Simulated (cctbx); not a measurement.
## What is wrong with this refinement?

Cell a = 16.4810 Å, b = 13.6560 Å, c = 9.9360 Å, α = 90.00°, β = 112.56°, γ = 90.00°; space group C2/c (no. 15).

Simulated single-crystal data (cctbx): Ga Kα, λ = 1.3414 Å, to d = 0.83 Å, 95 % of the full sphere, strongest reflection 40000 counts, noise from counting, a 3 % proportional error and a noise floor of 8 counts (s.d.); no absorption.

An anisotropic refinement with weights 1/σ² prints:

```text
Rint 0.027, 1886 unique reflections to 0.83 A
cycle     R1     wR2    GooF  max shift (A)
   1  0.0115  0.0276   0.976   0.00390
  12  0.0114  0.0273   0.965   0.00111
final R1 0.0114 wR2 0.0273 GooF 0.965  parameters 80  data/parameter 23.6
atom        x        y        z      Ueq    occ   su(xyz)  su(Uiso or U11)
I1     0.14572  0.17048  0.96303   0.0047  1.000  0.00002  0.0001
I2     0.94219  0.36929  0.90411   0.0041  1.000  0.00002  0.0001
I3     0.19211  0.36618  0.29873   0.0047  1.000  0.00002  0.0001
Sn1    0.12509  0.38981  0.97398   0.0046  1.000  0.00002  0.0001
Sr1    0.00000  0.01028  0.25000   0.0045  1.000  0.00003  0.0002
O1     0.00000  0.21460  0.25000   0.0080  1.000  0.00022  0.0015
O2     0.92902  0.91004  0.44669   0.0077  1.000  0.00023  0.0011
O3     0.33036  0.56901  0.19544   0.0081  1.000  0.00023  0.0010
H1     0.93958  0.25784  0.21460   0.0133  1.000  0.00420  0.0096
H2     0.36432  0.39878  0.40352   0.0206  1.000  0.00476  0.0109
H3     0.95966  0.84800  0.47013   0.0045  1.000  0.00390  0.0083
H4     0.28242  0.51631  0.14989   0.0264  1.000  0.00501  0.0117
difference map: max 1.02 min -0.54 rms 0.14
Q1    0.1814  0.1148  0.2213    8    1.06  1.11 A from O3
Q2    0.0000  0.1227  0.2500    4    0.61  1.25 A from O1
Q3    0.0000  0.2684  0.7500    4    0.55  2.50 A from I2
Q4    0.0754  0.2449  0.9088    8    0.54  1.48 A from I1
Q5    0.1319  0.4258  0.1000    8    0.53  1.31 A from Sn1
Q6    0.0180  0.3889  0.9069    8    0.52  1.27 A from I2
```

**Question.** Can this result stand? If not, what is the likely fault?

Mend it. The fault: an atom left out, H at (0.3170, 0.6124, 0.2737). Against the right model at the same level, R1 goes from 0.0110 to 0.0114 and GooF from 0.92 to 0.96. Q1 is the missing atom. With scattering power missing, scale and phases suffer, so peaks may also grow on the heavy atoms.

The compound is SrSn2H10I6O5. The right model at the same level gives:

```text
Rint 0.027, 1886 unique reflections to 0.83 A
cycle     R1     wR2    GooF  max shift (A)
   1  0.0111  0.0262   0.926   0.00278
   8  0.0110  0.0259   0.916   0.00088
final R1 0.0110 wR2 0.0259 GooF 0.916  parameters 84  data/parameter 22.5
atom        x        y        z      Ueq    occ   su(xyz)  su(Uiso or U11)
I1     0.14571  0.17048  0.96303   0.0047  1.000  0.00002  0.0001
I2     0.94219  0.36929  0.90412   0.0041  1.000  0.00002  0.0001
I3     0.19211  0.36618  0.29873   0.0047  1.000  0.00002  0.0001
Sn1    0.12509  0.38981  0.97398   0.0046  1.000  0.00002  0.0001
Sr1    0.00000  0.01028  0.25000   0.0045  1.000  0.00002  0.0002
O1     0.00000  0.21463  0.25000   0.0081  1.000  0.00021  0.0014
O2     0.92905  0.91004  0.44678   0.0077  1.000  0.00022  0.0011
O3     0.33035  0.56889  0.19531   0.0081  1.000  0.00022  0.0010
H1     0.93983  0.25785  0.21490   0.0133  1.000  0.00398  0.0091
H2     0.36410  0.39841  0.40399   0.0203  1.000  0.00450  0.0103
H3     0.95948  0.84918  0.47068   0.0035  1.000  0.00367  0.0078
H4     0.31629  0.61275  0.27682   0.0082  1.000  0.00398  0.0086
H5     0.28069  0.51568  0.14908   0.0261  1.000  0.00473  0.0111
difference map: max 0.61 min -0.52 rms 0.14
Q1    0.0000  0.1220  0.2500    4    0.61  1.26 A from O1
Q2    0.0000  0.2683  0.7500    4    0.56  2.51 A from I2
Q3    0.0753  0.2449  0.9087    8    0.53  1.48 A from I1
Q4    0.0180  0.3889  0.9070    8    0.52  1.27 A from I2
Q5    0.1317  0.4253  0.0997    8    0.52  1.30 A from Sn1
Q6    0.0993  0.0413  0.3094    8    0.50  1.24 A from O3
```

The model was made for the exercise: a known structure type with other elements put in, its volume estimated, not relaxed; displacement parameters are assumed.

[Middle refinement cycles are left out of these outputs.]

[Logs are printed without paths, hosts, clocks, repeated set-up lines and the standing remarks that a program may print on its own settings, such as how far it seeks lower states.]
